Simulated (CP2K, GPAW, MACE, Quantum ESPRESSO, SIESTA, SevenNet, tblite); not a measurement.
# SIESTA on random packing of Al77Si23 (at. %) (94 atoms): settings against a plane-wave reference

How do the settings of SIESTA change the result for random packing of Al77Si23 (at. %) (94 atoms)? A plane-wave run serves as the yardstick.

Method: the method is named at each step, in SIESTA 5.4.2.

**1. Starting point**

The cell holds 94 atoms: 72 Al and 22 Si. Cell: a = 11.959 Å, b = 11.959 Å, c = 11.959 Å, α = 90.0°, β = 90.0°, γ = 90.0°. 94 atoms (72 Al, 22 Si) packed at random in a cube at 2.49 g/cm³ and pushed apart as soft spheres; a start for melting by ab initio MD, not an equilibrated structure. Then every atom was moved at random, 0.02 Å r.m.s. a Cartesian component.

The yardstick, on the same geometry:

| Property | Result |
| --- | --- |
| method | Kohn-Sham DFT, PBE, SSSP efficiency 1.3.0 pseudopotentials, plane waves (Quantum ESPRESSO 7.5); sssp-pbe-1.3.0-efficiency, cutoffs 45/360 Ry, Γ point |
| r.m.s. force component | 1.473 eV/Å |
| longest force | 5.173 eV/Å |
| pressure | 14.6 GPa |
| time | 5.5 min on 4 MPI ranks of Arm Neoverse V1, shared host |
| CPU time | 22 min |

**2. PBE, DZP, shift 0.01 Ry, mesh 300 Ry**

Method: Kohn-Sham DFT, PBE, PseudoDojo 0.4.1 norm-conserving pseudopotentials (converted to PSML), numerical atomic orbitals (DZP), diagonalisation.

The .psml files are PseudoDojo norm-conserving potentials that we converted to this format, checked against plane waves on the same files for H, C, O, Si, Ge and Ca alone.

input.fdf

```
SystemLabel cell
NumberOfAtoms 94
NumberOfSpecies 2
%block ChemicalSpeciesLabel
  1 13 Al
  2 14 Si
%endblock ChemicalSpeciesLabel
LatticeConstant 1.0 Ang
%block LatticeVectors
  11.95900 0.00000 0.00000
  0.00000 11.95900 0.00000
  0.00000 0.00000 11.95900
%endblock LatticeVectors
PAO.BasisSize DZP
PAO.EnergyShift 0.01 Ry
XC.Functional GGA
XC.Authors PBE
MeshCutoff 300 Ry
%block kgrid_Monkhorst_Pack
  1 0 0 0.0
  0 1 0 0.0
  0 0 1 0.0
%endblock kgrid_Monkhorst_Pack
SolutionMethod diagon
OccupationFunction FD
ElectronicTemperature 580 K
SCF.Mixer.Method Pulay
SCF.Mixer.Weight 0.05
SCF.Mixer.History 8
SCF.Mix Hamiltonian
MaxSCFIterations 300
SCF.DM.Tolerance 1e-04
SCF.H.Tolerance 1.0e-3 eV
WriteForces T
Write.HirshfeldPop T
Write.VoronoiPop T
Write.DM F
Write.H F
XML.Write F
AtomicCoordinatesFormat Fractional
%block AtomicCoordinatesAndAtomicSpecies
  0.81803 0.04063 0.12923 1
  0.24860 0.89564 0.03918 1
  0.41807 0.30317 0.80223 1
  0.89395 0.12785 0.97408 1
  0.66479 0.56233 0.66367 1
  0.61225 0.19871 0.50013 1
  0.69803 0.65175 0.32454 1
  0.70331 0.87169 0.72481 1
  0.85481 0.09923 0.36590 1
  0.36670 0.62356 0.02687 1
  0.67289 0.92342 0.20253 1
  0.49008 0.75477 0.35143 1
  0.42874 0.93769 0.30655 1
  0.13673 0.56039 0.06230 1
  0.56362 0.74314 0.11569 1
  0.81247 0.34639 0.76585 1
  0.54863 0.71457 0.72604 1
  0.93726 0.52085 0.75615 1
  0.09973 0.49038 0.39744 1
  0.59414 0.01586 0.37414 1
  0.59498 0.20384 0.73807 1
  0.46931 0.45603 0.22401 1
  0.72191 0.47460 0.01927 1
  0.46426 0.56437 0.39067 1
  0.88812 0.31399 0.03933 1
  0.93543 0.35791 0.34471 1
  0.99842 0.65789 0.50655 1
  0.47715 0.17663 0.94062 1
  0.16116 0.06459 0.90523 1
  0.20912 0.73201 0.14405 1
  0.07364 0.38157 0.99184 1
  0.76506 0.58423 0.49634 1
  0.59159 0.81481 0.55949 1
  0.91537 0.55833 0.34944 1
  0.09511 0.55911 0.86323 1
  0.98117 0.45369 0.55161 1
  0.00736 0.75482 0.83266 1
  0.48059 0.60112 0.58200 1
  0.83436 0.32593 0.55379 1
  0.76414 0.11644 0.57979 1
  0.75658 0.74709 0.15996 1
  0.75405 0.52185 0.83160 1
  0.98551 0.76951 0.02822 1
  0.91158 0.87812 0.17725 1
  0.18770 0.83006 0.85932 1
  0.62157 0.46295 0.35201 1
  0.34131 0.49430 0.79484 1
  0.51089 0.43533 0.02030 1
  0.15828 0.23149 0.18242 1
  0.22616 0.64319 0.70427 1
  0.93367 0.66495 0.19014 1
  0.48648 0.96250 0.05341 1
  0.01171 0.08260 0.49285 1
  0.63886 0.28997 0.95417 1
  0.80904 0.91837 0.97689 1
  0.52578 0.28972 0.34622 1
[... 34 atom lines left out ...]
  0.50742 0.01182 0.82886 2
  0.18551 0.04998 0.67390 2
  0.09557 0.73625 0.29316 2
  0.95962 0.08521 0.73032 2
%endblock AtomicCoordinatesAndAtomicSpecies
```

Started as:

```console
> OMP_NUM_THREADS=1 mpirun -np 2 siesta < input.fdf > output.txt
```

The log of the run:

```text
Version         : 5.4.2
reinit: System Name:
reinit: System Label: cell
initatom: Reading input for the pseudopotentials and atomic orbitals ----------
Species number:   1 Atomic number:   13 Label: Al
Species number:   2 Atomic number:   14 Label: Si
Ground state valence configuration (from tables):   3s02  3p01  3d00  4f00
Ground state valence configuration (from tables):   3s02  3p02  3d00  4f00
---- Processing specs for species: Al
GGA--PBE XC_GGA_X_PBE--XC_GGA_C_PBE pb
---- Processing specs for species: Si
GGA--PBE XC_GGA_X_PBE--XC_GGA_C_PBE pb
Al pseudopotential only contains V_ls up to l=2 -- lmxkb reset.
Si pseudopotential only contains V_ls up to l=2 -- lmxkb reset.
Using PAO.SplitTailNorm
%block ChemicalSpeciesLabel
    1   13 Al                      # Species index, atomic number, species label
    2   14 Si                      # Species index, atomic number, species label
%endblock ChemicalSpeciesLabel
%block PAO.Basis                 # Define Basis set
Al                    2                    # Species label, number of l-shells
 n=3   0   2                         # n, l, Nzeta
   6.130      4.449
   1.000      1.000
 n=3   1   2 P   1                   # n, l, Nzeta, Polarization, NzetaPol
   7.969      5.883
   1.000      1.000
Si                    2                    # Species label, number of l-shells
 n=3   0   2                         # n, l, Nzeta
   5.392      3.847
   1.000      1.000
 n=3   1   2 P   1                   # n, l, Nzeta, Polarization, NzetaPol
   6.844      4.952
   1.000      1.000
%endblock PAO.Basis
coor:   Atomic-coordinates input format  =     Fractional
siesta: System type = bulk
initatomlists: Number of atoms, orbitals, and projectors:     94  1222  1692
siesta: ******************** Simulation parameters ****************************
Total number of electrons:   304.000000
Total ionic charge:   304.000000
 Kpoints in:            1 . Kpoints trimmed:            1
siesta: k-grid: Number of k-points = 1
siesta: k-points from Monkhorst-Pack grid
siesta: k-cutoff (effective) =     5.979 Ang
siesta: k-point supercell and displacements
siesta: k-grid:     1     0     0      0.000
siesta: k-grid:     0     1     0      0.000
siesta: k-grid:     0     0     1      0.000
                     ====================================
                        Single-point calculation
                     ====================================
outcell: Unit cell vectors (Ang):
       11.959000    0.000000    0.000000
        0.000000   11.959000    0.000000
        0.000000    0.000000   11.959000
outcell: Cell vector modules (Ang)   :   11.959000   11.959000   11.959000
outcell: Cell angles (23,13,12) (deg):     90.0000     90.0000     90.0000
outcell: Cell volume (Ang**3)        :   1710.3484
Gamma-point calculation with multiply-connected orbital pairs
Gamma-point calculation with multiply-connected orbital pairs
Folding of H and S implicitly performed
Folding of H and S implicitly performed
new_DM -- step:     1
Initializing Density Matrix...
Attempting to read DM from file... Failed...
DM filled with atomic data:
InitMesh: MESH = 128 x 128 x 128 = 2097152
InitMesh: Mesh cutoff (required, used) =   300.000   316.616 Ry
stepf: Fermi-Dirac step function
        iscf     Eharris(eV)        E_KS(eV)     FreeEng(eV)     dDmax    Ef(eV) dHmax(eV)
   scf:    1    -6689.791330    -6974.430327    -6974.788770  1.870816 -4.796804  7.769140
   scf:    2    -6992.747098    -6987.136916    -6987.481710  0.044934 -4.793922  2.562372
   scf:    3    -6991.774973    -6989.715682    -6990.067528  0.016243 -4.791677  1.519284
   scf:    4    -6993.378903    -6991.966568    -6992.339124  0.020542 -4.787888  0.665987
   scf:    5    -6992.991824    -6992.535706    -6992.917225  0.008842 -4.785935  0.371084
   scf:    6    -6993.076007    -6992.862578    -6993.251698  0.010951 -4.784256  0.168478
[...]
scf:   17    -6992.993637    -6992.993602    -6993.386381  0.000340 -4.799164  0.001492
   scf:   18    -6992.993634    -6992.993618    -6993.386386  0.000129 -4.799300  0.000957
   scf:   19    -6992.993663    -6992.993641    -6993.386389  0.000075 -4.799376  0.000824
SCF Convergence by DM+H criterion
max |DM_out - DM_in|         :     0.0000752220
max |H_out - H_in|      (eV) :     0.0008240529
SCF cycle converged after 19 iterations
Using DM_out to compute the final energy and forces
siesta: E_KS(eV) =            -6992.9936
siesta: E_KS - E_eggbox =     -6992.9936
siesta: Atomic forces (eV/Ang):
     1   -0.444141    1.363282    2.577568
     2    1.076999    2.410829    1.089460
     3   -1.612519    0.020229   -0.416111
     4   -0.665705   -0.561072   -4.317880
     5    1.055366    0.552106   -0.985989
     6   -0.587413   -0.477234    0.186138
[...]
92   -0.534891   -0.864791    0.267811
    93   -0.562360    0.680741    2.319401
    94    0.272783    0.054107   -0.298976
----------------------------------------
   Tot   -0.001108   -0.000409    0.002245
----------------------------------------
   Max    4.641827
   Res    1.556766    sqrt( Sum f_i^2 / 3N )
----------------------------------------
   Max    4.641827    constrained
Stress tensor Voigt[x,y,z,yz,xz,xy] (kbar):     -137.49     -164.03     -170.13        4.93      -10.25        1.98
(Free)E + p*V (eV/cell)    -6825.5521
Target enthalpy (eV/cell)    -6993.3864
siesta: Program's energy decomposition (eV):
siesta: Ebs     =     -2832.188353
siesta: Eions   =     14651.039487
siesta: Ena     =      6642.844838
siesta: Ekin    =      2637.487906
siesta: Enl     =      1204.459083
siesta: DEna    =       223.077923
siesta: DUscf   =         9.271489
siesta: Ex      =     -2640.690776
siesta: Ec      =      -418.404618
siesta: Exc     =     -3059.095394
siesta: Eharris =     -6992.993663
siesta: Etot    =     -6992.993641
siesta: FreeEng =     -6993.386389
siesta: Final energy (eV):
siesta:  Band Struct. =   -2832.188353
siesta:       Kinetic =    2637.487906
siesta:       Hartree =     634.475306
siesta:         Exch. =   -2640.690776
siesta:         Corr. =    -418.404618
siesta:   Exch.-corr. =   -3059.095394
siesta:  Ion-electron =   -3637.130538
siesta:       Ion-ion =   -3568.730921
siesta:         Total =   -6992.993641
siesta:         Fermi =      -4.799376
siesta: Stress tensor (static) (eV/Ang**3):
siesta:    -0.085817    0.001235   -0.006396
siesta:     0.001235   -0.102381    0.003080
siesta:    -0.006396    0.003080   -0.106189
siesta: Cell volume =       1710.348447 Ang**3
siesta: Pressure (static):
siesta:                Solid            Molecule  Units
siesta:           0.00106876          0.00122824  Ry/Bohr**3
siesta:           0.09812873          0.11277180  eV/Ang**3
siesta:         157.21955642        180.68035011  kBar
    Orbital volume contribution        =         102.234692 eV
    (Free)E + p_basis*V_orbitals       =       -6891.151697 eV
    (Free)Eharris+ p_basis*V_orbitals  =       -6891.151720 eV
Hirshfeld Atomic Populations:
Atom #   charge [q] valence [e]  Species
     1    -0.072340    3.072340  Al
     2    -0.002468    3.002468  Al
     3     0.004130    2.995870  Al
     4     0.007140    2.992860  Al
     5    -0.047713    3.047713  Al
     6    -0.025343    3.025343  Al
[...]
73    -0.035030    4.035030  Si
    74    -0.018148    4.018148  Si
    75    -0.015720    4.015720  Si
    76     0.019572    3.980428  Si
    77    -0.056340    4.056340  Si
    78     0.031683    3.968317  Si
[...]
--------------------
 Total    -0.000005
Voronoi Atomic Populations:
Atom #   charge [q] valence [e]  Species
[...]
70     0.060250    2.939750  Al
    71     0.032920    2.967080  Al
    72     0.005198    2.994802  Al
[...]
92     0.014181    3.985819  Si
    93    -0.009530    4.009530  Si
    94    -0.045310    4.045310  Si
--------------------
 Total    -0.000005
```

Elapsed: 8.3 min, on 2 MPI ranks of Arm Neoverse V1, shared host; peak memory 2.5 GiB; 17 min of CPU time.

Banners, paths, timers and routine set-up lines are dropped from the logs unmarked, and long logs keep their key lines alone; longer cuts are marked.

Numbers from this run, and their distance from the reference:

* r.m.s. force component: 1.557 eV/Å
* r.m.s. difference of force components: 89.8 meV/Å
* longest difference of force vectors: 324.7 meV/Å
* force difference over r.m.s. force: 6.097 %
* slope of forces against the reference's: 1.057
* correlation of force components: 0.9998
* pressure: 15.72 GPa
* pressure difference: 1.118 GPa

Length of the force difference by element (eV/Å):

```
element  atoms  mean  most
     Al     72  0.14  0.32
     Si     22  0.17  0.32
```

Local excerpt of 11 atoms (numbers count through the whole input) about Al55, whose charge lies farthest from its element's mean; x, y, z are measured from there.

```
atom      x      y      z  distance (Å)  bonds  Hirshfeld charge (e)     Fx     Fy  Fz (eV/Å)
Al55   0.00   0.00   0.00          0.00      1                  0.09  -0.34  -1.71      -2.29
 Al1   0.11   1.46   1.82          2.34      6                 -0.07  -0.44   1.36       2.58
 Al4   1.02   2.51  -0.03          2.70      3                  0.01  -0.67  -0.56      -4.32
Al44   1.23  -0.48   2.40          2.73      4                  0.02   1.92   0.59       2.59
Si83  -1.67  -1.85  -1.19          2.76      3                 -0.06   3.03  -1.48       2.08
Al43   2.11  -1.78   0.61          2.83      4                  0.00   2.25   1.27      -0.84
Al41  -0.63  -2.05   2.19          3.06      6                 -0.04   0.21  -0.84      -1.92
Al11  -1.63   0.06   2.70          3.15      4                  0.01  -2.04   0.29      -0.43
Al65  -0.94   1.73  -2.52          3.20      3                 -0.03   1.58  -0.14       3.22
Si75  -1.74   2.56   1.02          3.26      3                 -0.02   0.14  -3.64      -1.38
 Al8  -1.26  -0.56  -3.01          3.32      4                 -0.01   0.83   0.29      -1.29
```

Forces lie 6.1 % from the reference's, at 0.75 times its CPU time (on 2 against 4 cores).

**3. VdW-DF, PBE potentials, DZP, shift 0.01 Ry, mesh 300 Ry**

Method: Kohn-Sham DFT, vdW-DF, PseudoDojo 0.4.1 norm-conserving pseudopotentials (converted to PSML), numerical atomic orbitals (DZP), diagonalisation.

Edit input.fdf of step 2 so:

```diff
@@ -15,4 +15,4 @@
 PAO.EnergyShift 0.01 Ry
-XC.Functional GGA
-XC.Authors PBE
+XC.Functional VDW
+XC.Authors DRSLL
 MeshCutoff 300 Ry
```

Started as:

```console
> OMP_NUM_THREADS=1 mpirun -np 4 siesta < input.fdf > output.txt
```

The log of the run:

```text
Version         : 5.4.2
reinit: System Name:
reinit: System Label: cell
initatom: Reading input for the pseudopotentials and atomic orbitals ----------
Species number:   1 Atomic number:   13 Label: Al
Species number:   2 Atomic number:   14 Label: Si
Ground state valence configuration (from tables):   3s02  3p01  3d00  4f00
Ground state valence configuration (from tables):   3s02  3p02  3d00  4f00
---- Processing specs for species: Al
GGA--PBE XC_GGA_X_PBE--XC_GGA_C_PBE pb
---- Processing specs for species: Si
GGA--PBE XC_GGA_X_PBE--XC_GGA_C_PBE pb
[... lines left out ...]
stepf: Fermi-Dirac step function
        iscf     Eharris(eV)        E_KS(eV)     FreeEng(eV)     dDmax    Ef(eV) dHmax(eV)
[... lines left out ...]
SCF Convergence by DM+H criterion
[... lines left out ...]
SCF cycle converged after 19 iterations
[... lines left out ...]
   Max    4.542105
[... lines left out ...]
   Max    4.542105    constrained
Stress tensor Voigt[x,y,z,yz,xz,xy] (kbar):     -169.00     -194.85     -199.63        5.15       -9.69        2.19
[... lines left out ...]
siesta: FreeEng =     -7030.331162
[... lines left out ...]
siesta:       Ion-ion =   -3557.095420
siesta:         Total =   -7029.963813
siesta:         Fermi =      -4.765457
siesta: Stress tensor (static) (eV/Ang**3):
siesta:    -0.105483    0.001370   -0.006046
siesta:     0.001369   -0.121615    0.003217
siesta:    -0.006046    0.003217   -0.124597
siesta: Cell volume =       1710.348447 Ang**3
siesta: Pressure (static):
siesta:                Solid            Molecule  Units
siesta:           0.00127682          0.00144566  Ry/Bohr**3
siesta:           0.11723186          0.13273426  eV/Ang**3
siesta:         187.82615265        212.66372287  kBar
    Orbital volume contribution        =         107.587188 eV
    (Free)E + p_basis*V_orbitals       =       -6922.743974 eV
    (Free)Eharris+ p_basis*V_orbitals  =       -6922.744026 eV
Hirshfeld Atomic Populations:
Atom #   charge [q] valence [e]  Species
     1    -0.072861    3.072861  Al
     2    -0.001892    3.001892  Al
     3     0.004490    2.995510  Al
[...]
73    -0.045811    4.045811  Si
    74    -0.024015    4.024015  Si
    75    -0.021596    4.021596  Si
[...]
--------------------
 Total    -0.000004
Voronoi Atomic Populations:
Atom #   charge [q] valence [e]  Species
[...]
71     0.040294    2.959706  Al
    72     0.008395    2.991605  Al
[...]
93    -0.018835    4.018835  Si
    94    -0.055869    4.055869  Si
--------------------
 Total    -0.000004
```

Elapsed: 7.5 min, on 4 MPI ranks; peak memory 3.8 GiB; 30 min of CPU time.

Compared with the plane-wave run:

| Property | Result |
| --- | --- |
| r.m.s. force component | 1.532 eV/Å |
| r.m.s. difference of force components | 89.26 meV/Å |
| longest difference of force vectors | 337.5 meV/Å |
| force difference over r.m.s. force | 6.061 % |
| slope of forces against the reference's | 1.039 |
| correlation of force components | 0.999 |
| pressure | 18.78 GPa |
| pressure difference | 4.178 GPa |

Against the first run (6.1 %), the force difference from the reference is 6.1 %, at 1.8 times the CPU time (on 4 against 2 cores); the model has changed, so this is no error of the program alone.

The run ends at a pressure of 18.78 GPa, with forces up to 5.4 eV/Å.

(Part 1 of 2 ends here.)

[Also dropped from logs without a mark: logging warnings of Python, and SIESTA's first energy breakdown and zero terms.]

[Logs are printed without paths, hosts, clocks, repeated set-up lines and the standing remarks that a program may print on its own settings, such as how far it seeks lower states.]

[Hosts, paths, dates, database ids (printed as entryN), source tags and the programs' standing remarks are cut or masked in the printed files.]
